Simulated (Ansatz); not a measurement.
# Where H_i (bond centre, by Cl) puts its levels in the gap of Cs3Li2Cl5 (Imm2)

Charge states of H_i (bond centre, by Cl) in Cs3Li2Cl5 (Imm2), set against the band edges. Model: a cell of 60 host atoms with 1 H put in.

Calculated with Ansatz 0.2.0; place-levels on PBEsol runs: charge-transition levels and formation energies with image-charge correction and potential alignment at the atomic sites.

### Step 1. The starting structure

The cell holds 61 atoms: 18 Cs, 12 Li, 30 Cl and 1 H. Cell: a = 12.405 Å, b = 11.479 Å, c = 12.396 Å, α = 103.4°, β = 99.6°, γ = 90.0°. It derives from Cs3Li2Cl5 (space group Imm2). Nearest the centre at fractional (0.492, 0.490, 0.457): H61 at 0.00 Å, Cl28 at 1.12 Å, Li34 at 1.25 Å, Cl56 at 2.82 Å, Cl36 at 2.84 Å, Li45 at 2.95 Å, Cl37 at 2.95 Å, Li25 at 2.97 Å.

Screening for the image-charge correction: ε∞ = (2.85, 2.83, 2.85), ε0 = principal values (7.09, 7.39, 8.56), from a response run on this crystal (DFPT, PBEsol) at that run's own cell.

The cell's shortest repeat is 11.5 Å.

### Step 2. What was run first

Levels follow from differences of total energies between charge states, each relaxed by itself.

Each atom starts 0.05 Å or so off its site in a random direction. Forces are taken at one point at (¼, ¼, ¼). The cell holds 1 electron more than the neutral one, with a uniform background that keeps it neutral on the whole.

The sampling was tested on the host first: at the k-points planned (1x1x1 shifted 0.25 0.25 0.25) its energy lies 0.000 eV an atom from the dense-mesh value, under the bound of 0.02 eV set for this test; that bounds the host's error, not the defect's.

One of the inputs; charge, spin and start change from state to state.

qm1.relax/input.yaml reads:

```yaml
crystal:
  lattice:
    - [-7.26281086, 0.0, 10.05667359]
    - [-9.30598675, 0.0, -6.72045129]
    - [3.53696516, -11.88043227, 0.00400056]
  atoms:
    - { symbol: Cs, position: [0.2069849, 0.17983681, 0.75369014] }
    - { symbol: Cs, position: [0.28908819, 0.30299174, 0.24630986] }
[... 5 atom lines left out ...]
    - { symbol: Cl, position: [0.16135374, 0.40109498, 0.47991485] }
[... 5 atom lines left out ...]
    - { symbol: Li, position: [0.15332259, 0.58940981, 0.43173475] }
[... 7 atom lines left out ...]
    - { symbol: Cs, position: [0.62242152, 0.30299174, 0.24630986] }
[... 1 atom line left out ...]
    - { symbol: Li, position: [0.48665592, 0.08940981, 0.43173475] }
    - { symbol: Li, position: [0.34274434, 0.37354243, 0.56826525] }
    - { symbol: Cl, position: [0.33471546, 0.16113756, 0.52008515] }
[... 1 atom line left out ...]
    - { symbol: Cl, position: [0.49468707, 0.40109498, 0.47991485] }
    - { symbol: Cl, position: [0.37518882, 0.43618832, 0.76298203] }
[... 1 atom line left out ...]
    - { symbol: Cs, position: [0.54031823, 0.67983681, 0.75369014] }
[... 2 atom lines left out ...]
    - { symbol: Li, position: [0.48665592, 0.58940981, 0.43173475] }
[... 1 atom line left out ...]
    - { symbol: Cl, position: [0.33471546, 0.66113756, 0.52008515] }
    - { symbol: Cl, position: [0.45419481, 0.5546973, 0.23701797] }
[... 7 atom lines left out ...]
    - { symbol: Li, position: [0.67607767, 0.37354243, 0.56826525] }
    - { symbol: Cl, position: [0.66804879, 0.16113756, 0.52008515] }
[... 1 atom line left out ...]
    - { symbol: Cl, position: [0.82802041, 0.40109498, 0.47991485] }
    - { symbol: Cl, position: [0.70852215, 0.43618832, 0.76298203] }
[... 4 atom lines left out ...]
    - { symbol: Li, position: [0.81998926, 0.58940981, 0.43173475] }
[... 1 atom line left out ...]
    - { symbol: Cl, position: [0.66804879, 0.66113756, 0.52008515] }
[... 4 atom lines left out ...]
    - { symbol: H, position: [0.492182, 0.490143, 0.457214] }
  host:
    repeats: [3, 2, 1]
    atoms:
      - { symbol: Cs, position: [0.6209547, 0.35967362, 0.75369014] }
      - { symbol: Cs, position: [0.86726456, 0.60598348, 0.24630986] }
      # ... 8 more atoms of the perfect host
total_charge: -1
basis:
  ecutwfc: 420
  xc_grid: 2
hamiltonian:
  xc: pbesol
kpoints:
  mp_grid: { grid: [1, 1, 1], shift: [0.25, 0.25, 0.25] }
scf:
  occupations: { method: fixed }
  max_iter: 100
output:
  forces: true
  charged_corrections:
    epsilon: [2.85, 2.83, 2.85]
    static_epsilon: [[8.16, 0.0, 0.56], [0.0, 7.09, 0.0], [0.56, 0.0, 7.79]]
    defect_position: [0.492182, 0.490143, 0.457214]
relax:
  f_tol: 0.02
  max_steps: 80
  random_displacement: { amplitude: 0.05, seed: 1925 }
checkpoint:
  write: "../qm1.relax.run"
  compress: false
  write_wavefunctions: true
  write_every: 100000
```

Started as:

```bash
$ ansatz run input.yaml --threads 4 --pin off --max-ram 14131MiB --backend cpu --events-out ev --progress --plain --runs-dir out
```

The relaxed structure is kept and the sampling changed to a 2×2×2 shifted mesh.

The run of this state that the levels use, under PBEsol:

qm1.point/input.yaml reads:

```yaml
crystal:
  checkpoint: "../qm1.relax.run"
  host: checkpoint
total_charge: -1
basis:
  ecutwfc: 420
  xc_grid: 2
hamiltonian:
  xc: pbesol
kpoints:
  mp_grid: { grid: [2, 2, 2], shift: [0.5, 0.5, 0.5] }
scf:
  occupations: { method: fermi_dirac, width: 0.01 }
  max_iter: 100
output:
  forces: true
  eigenvalues: true
  charged_corrections:
    epsilon: [2.85, 2.83, 2.85]
    static_epsilon: [[8.16, 0.0, 0.56], [0.0, 7.09, 0.0], [0.56, 0.0, 7.79]]
    defect_position: [0.492182, 0.490143, 0.457214]
  eigenstates: { localisation: true }
  populations: true
  band_densities: [{ bands: [v1, v1] }, { bands: [c1, c1] }]
  write_density: true
  write_potential: true
  volumetric_format: npy
checkpoint:
  read: "../qm1.relax.run"
  write: "../qm1.point.run"
  compress: false
  write_wavefunctions: false
  write_every: 100000
```

Relaxations under PBEsol at one point at (¼, ¼, ¼); times on 4 threads of Arm Neoverse V1, shared host:

| charge | moment (μB) | occupations | outcome | steps | largest displacement against the far atoms (Å) | time |
| --- | --- | --- | --- | --- | --- | --- |
| −1 | 0 | fixed | converged | 39 | 1.84 | 11 min |
| 0 | 1 | fixed | converged | 12 | 0.81 | 8.5 min |
| +1 | 0 | fixed | converged | 16 | 1.19 | 4.5 min |

Single points under PBEsol at a 2×2×2 shifted mesh; times on 4 threads of Arm Neoverse V1, shared host:

| charge | moment (μB) | occupations | outcome | time |
| --- | --- | --- | --- | --- |
| −1 | 0 | fermi-dirac | converged | 2.4 min |
| 0 | 1 | fermi-dirac | converged | 4.9 min |
| +1 | 0 | fermi-dirac | converged | 2.5 min |

Distances (Å) from H61 to the nearest atoms after relaxation with PBEsol:

| charge | moment (μB) | 1. | 2. | 3. | 4. | 5. | 6. |
| --- | --- | --- | --- | --- | --- | --- | --- |
| −1 | 0 | Li 1.84 | Li 1.91 | Cs 2.69 | Cs 2.69 | Cl 2.76 | Cl 3.17 |
| 0 | 1 | Li 1.98 | Cl 2.09 | Cl 2.58 | Cl 3.05 | Cl 3.05 | Cs 3.09 |
| +1 | 0 | Cl 1.54 | Cl 1.59 | Li 2.51 | Li 2.64 | Cl 3.34 | Li 3.41 |

### Step 3. Placing the levels, PBEsol

A charged cell interacts with its images and the background, and its potential has another zero than the host's. place-levels removes the first by a point-charge model, screened by the static dielectric constant since the ions have relaxed around the charge, and the second by comparing potentials at atoms far from the defect.

The host is a run of the defect-free crystal in the same cutoffs, grids and k-points, so that basis and sampling errors cancel in part in the differences. The host is run in a cell of 10 atoms on a matching mesh. Its band edges are searched through the zone by a band path, so the gap is smaller than, or equal to, that on the mesh. Chemical potentials are energies per atom of H (H2 molecule), run with the same functional and cutoff.

levels.point.yaml reads:

```yaml
host:
  run: host.point.run
states: [qm1.point.run, q0_M1.point.run, qp1.point.run]
geometry_from:
  qm1.point.run: qm1.relax.run
  q0_M1.point.run: q0_M1.relax.run
  qp1.point.run: qp1.relax.run
  host.point.run: host.relax.run
chemical_potentials:
  H:
    energy: -15.609288
    dataset: "<sha256 of the dataset>"
epsilon: [2.85, 2.83, 2.85]
static_epsilon:
  - [8.16, 0.0, 0.56]
  - [0.0, 7.09, 0.0]
  - [0.56, 0.0, 7.79]
vertical:
  - { from: qm1.point.run, to: qm1.point_neutral.run }
  - { from: qp1.point.run, to: qp1.point_neutral.run }
```

Started as:

```bash
$ ansatz place-levels levels.point.yaml -- --threads 4 --pin off --max-ram 14131MiB
```

Numbers of over 12 decimals in the logs are rounded to 6 here.

The log of the run:

```text
[... repeated set-up lines and file paths are left out, and long positions are rounded to six places ...]
(+1/0) 3.768 eV above the valence edge, 1.469 eV under the conduction edge; not on the lower envelope
(0/-1) 2.646 eV above the valence edge, 2.590 eV under the conduction edge; not on the lower envelope
(+1/-1) 3.207 eV above the valence edge, 2.029 eV under the conduction edge: charges between them are lowest nowhere
formation energy of charge +1: -1.212 eV with the Fermi level at the valence edge
formation energy of charge 0: +2.556 eV with the Fermi level at the valence edge
formation energy of charge -1: +5.202 eV with the Fermi level at the valence edge
vertical -1 to 0: no energy, since no alignment is typed
  the change from vertical[0].from (qm1.point.run) to vertical[0].to (qm1.point_neutral.run): by its spins about the atoms it stands at 0.483 0.361 0.386, with an rms radius of about 2.8 Å (1.3 1.4 2.0 Å across the planes of the cell's vectors); [...]
vertical +1 to 0: no energy, since no alignment is typed
  the change from vertical[1].from (qp1.point.run) to vertical[1].to (qp1.point_neutral.run): by its potential at epsilon [2.85, 2.83, 2.85] it stands at 0.569 0.323 0.477, with an rms radius of about 7.3 Å (3.9 5.0 3.6 Å across the planes of the cell's [...]
  edges by pbesol, gap 5.236 eV; the host is sampled to repeats of 29.63 Å
  the defect's cells are sampled to repeats of 29.63 Å, like sampling
  charge +1: -134938.7279 eV with its correction of +0.191 eV, at epsilon [[8.16, 0, 0.56], [0, 7.09, 0], [0.56, 0, 7.79]], aligned at sites: -0.0321 eV, mean over 29 atomic sites at or beyond 5.74 Å from the defect at [0.4922, 0.4901, 0.4572], with -0.024700 [...]
  charge 0: +0.000 eV for its dipole among its images, +0.000 omitted
  charge -1: -134927.3801 eV with its correction of +0.219 eV, at epsilon [[8.16, 0, 0.56], [0, 7.09, 0], [0.56, 0, 7.79]], aligned at sites: +0.0044 eV, mean over 29 atomic sites at or beyond 5.74 Å from the defect at [0.4922, 0.4901, 0.4572], with +0.000000 [...]
  of states[2] (qp1.point.run): it parts from the run at its places by a charge that spreads by about 5 Å along one vector (1.9 Å or more is wide), by its potential at epsilon [2.85, 2.83, 2.85], taken for that of held ions (one typed too small widens it), [...]
  of states[1] (q0_M1.point.run): stability_check_not_made
  of states[0] (qm1.point.run): its displacements don't fall off away from the defect: farther atoms stand 0.041 Å off the host's places. [...]
  of vertical[0].from (qm1.point.run): its displacements don't fall off away from the defect: farther atoms stand 0.041 Å off the host's places. [...]
  of vertical[0].to (qm1.point_neutral.run): its displacements don't fall off away from the defect: farther atoms stand 0.041 Å off the host's places. [...]
  of vertical[1].from (qp1.point.run): it parts from the run at its places by a charge that spreads by about 5 Å along one vector (1.9 Å or more is wide), by its potential at epsilon [2.85, 2.83, 2.85], taken for that of held ions (one typed too small widens [...]
  vertical[1].to (qp1.point_neutral.run): levels filled in part (TS 0.002 eV): its energy is of no whole electron's
  of vertical[1].to (qp1.point_neutral.run): its moments are held at its close (magnetization.spin_locking), by a field of 0.038 eV a Bohr magneton, and its energy and levels are of the state that this holds: a run that lets them go can end lower
```

Wall time 0.32 s (4 threads of Arm Neoverse V1, shared host).

Levels between the charges placed, in eV above the valence top:

|  | gap (eV) | (+1/0) | (0/−1) |
| --- | --- | --- | --- |
| PBEsol | 5.24 | 3.77 | 2.65 |

Corrections by state:

| charge | moment (μB) | image terms and alignment (eV) | band filling (eV) | ε used | over the lowest of its charge, as the program ranks them, band filling apart (eV) |
| --- | --- | --- | --- | --- | --- |
| +1 | 0.0 | 0.191 | - | principal values (7.09, 7.39, 8.56) | 0.000 |
| 0 | 1.0 | 0.000 | - | - | 0.000 |
| −1 | 0.0 | 0.219 | - | principal values (7.09, 7.39, 8.56) | 0.000 |

The charged structures listed were also run neutral, and place-levels reads from each pair, by the potential or the spins, how wide the charge is by which they differ; that can be the carrier of either run.

| charge | rms radius (Å) | spread where it is widest against the cell (Å) | wide from (Å) | reading |
| --- | --- | --- | --- | --- |
| +1 | 7.3 | 5.01 | 1.93 | wide |
| −1 | 2.8 | 2.04 | 2.06 | narrow |

The neutral runs of these pairs need not share the spin of the lowest neutral state, and very wide values only mean spread over the cell.

From the program's caveats on the states, each cut to its opening words:

- charge +1: it parts from the run at its places by a charge that spreads by about 5 Å along one vector (1.9 Å or more is wide), by its potential at epsilon [2.85, 2.83, [...]
- charge 0 (1 μB): flagged: stability check not made
- charge −1: its displacements don't fall off away from the defect: farther atoms stand 0.041 Å off the host's places

Chemical potentials of the elements' reference phases, run alike. Formation energy by charge state (elemental references; gap 5.24 eV):

| charge | at valence top (eV) | at conduction bottom (eV) | correction included (eV) |
| --- | --- | --- | --- |
| +1 | -1.21 | 4.02 | 0.19 |
| 0 | 2.56 | 2.56 | 0.00 |
| −1 | 5.20 | -0.03 | 0.22 |

| Fermi level (eV) | lowest formation energy (eV) |
| --- | --- |
| 0.00 | -1.21 |
| 0.48 | -0.74 |
| 0.95 | -0.26 |
| 1.43 | 0.22 |
| 1.90 | 0.69 |
| 2.38 | 1.17 |
| 2.86 | 1.65 |
| 3.33 | 1.87 |
| 3.81 | 1.39 |
| 4.29 | 0.92 |
| 4.76 | 0.44 |
| 5.24 | -0.03 |

### Step 4. Effect of the sampling

The relaxations' own energies give the levels at their sampling, for comparison.

levels.relax_mesh.yaml reads:

```yaml
host:
  run: host.relax.run
states: [qm1.relax.run, q0_M1.relax.run, qp1.relax.run]
chemical_potentials:
  H:
    energy: -15.609288
    dataset: "<sha256 of the dataset>"
```

Started as:

```bash
$ ansatz place-levels levels.relax_mesh.yaml -- --threads 4 --pin off --max-ram 14131MiB
```

The log of the run:

```text
[...]
formation energy of charge +1: -1.211 eV with the Fermi level at the valence edge
formation energy of charge 0: +2.556 eV with the Fermi level at the valence edge
formation energy of charge -1: +5.203 eV with the Fermi level at the valence edge
  edges by pbesol, gap 5.236 eV; the host is sampled to repeats of 16.90 Å
[... the lines on each state left out ...]
```

Elapsed: 0.11 s, on 4 threads.

Levels between neighbouring charges, in eV above the valence top:

|  | gap (eV) | (+1/0) | (0/−1) |
| --- | --- | --- | --- |
| one point at (¼, ¼, ¼) | 5.24 | 3.77 | 2.65 |
| a 2×2×2 shifted mesh | 5.24 | 3.77 | 2.65 |

Going from one point at (¼, ¼, ¼) to a 2×2×2 shifted mesh moves the levels that carry no band-filling term by up to 0.00 eV and formation energies against the elements by up to 0.00 eV.

### Step 5. Outcome

| Item | Value |
| --- | --- |
| gap of the host | 5.24 eV (PBEsol) |
| level (plus 1/0) | 3.77 eV above the valence top, not a change between lowest states |
| level (0/minus 1) | 2.65 eV above the valence top, not a change between lowest states |
| level (plus 1/minus 1) | 3.21 eV above the valence top |
| lowest of the charges placed, just above the valence top (0.02 eV) | +1 |
| lowest of the charges placed, just below the conduction bottom (0.02 eV) | −1 |
| lowest formation energy at mid-gap of the charges run, elemental references | 1.41 eV |

What this shows: Of the charges placed (−1, 0 and +1), the lowest changes at 3.21 eV (+1/−1) above the valence top, in a gap of 5.24 eV. (+1/−1) passes over charge 0, which lies 0.56 eV above the two there; a lower structure or spin state of it, if missed, would change that. Charges above +1 and below −1 were not placed, so these runs say nothing of levels that involve them. States placed: +1 at 0 μB; 0 at 1 μB; −1 at 0 μB. Other spin states or structures, where not listed, weren't placed. At charge −1 and +1 the atom put in ends up to 1.8 Å from its starting place, so the name tells the start alone and the levels can join different sites. H is taken at its element; compounds, which aren't counted here, bound the chemical potentials and would shift these formation energies. Going from one point at (¼, ¼, ¼) to a 2×2×2 shifted mesh moves the levels that carry no band-filling term by up to 0.00 eV and formation energies against the elements by up to 0.00 eV. What this leaves open: PBEsol makes the gap too small and tends to spread out bound carriers; where a gas molecule sets a chemical potential or the host's formation energy, its binding is uncorrected; spin–orbit coupling, which can matter with heavy atoms, is left out.

[Logs are printed without paths, hosts, clocks, repeated set-up lines and the standing remarks that a program may print on its own settings, such as how far it seeks lower states.]

[Hosts, paths, dates, database ids (printed as entryN), source tags and the programs' standing remarks are cut or masked in the printed files.]

[Where a table of states has a column of steps, it counts the stored structures, which are thinned; the runs took as many ionic steps or more.]

[A defect's name tells the site on which it was built; relaxed atoms can leave that site.]

[For some hosts the program warned that the k-mesh of the response run may be too coarse for force constants and the static dielectric constant; such warnings are not shown here.]
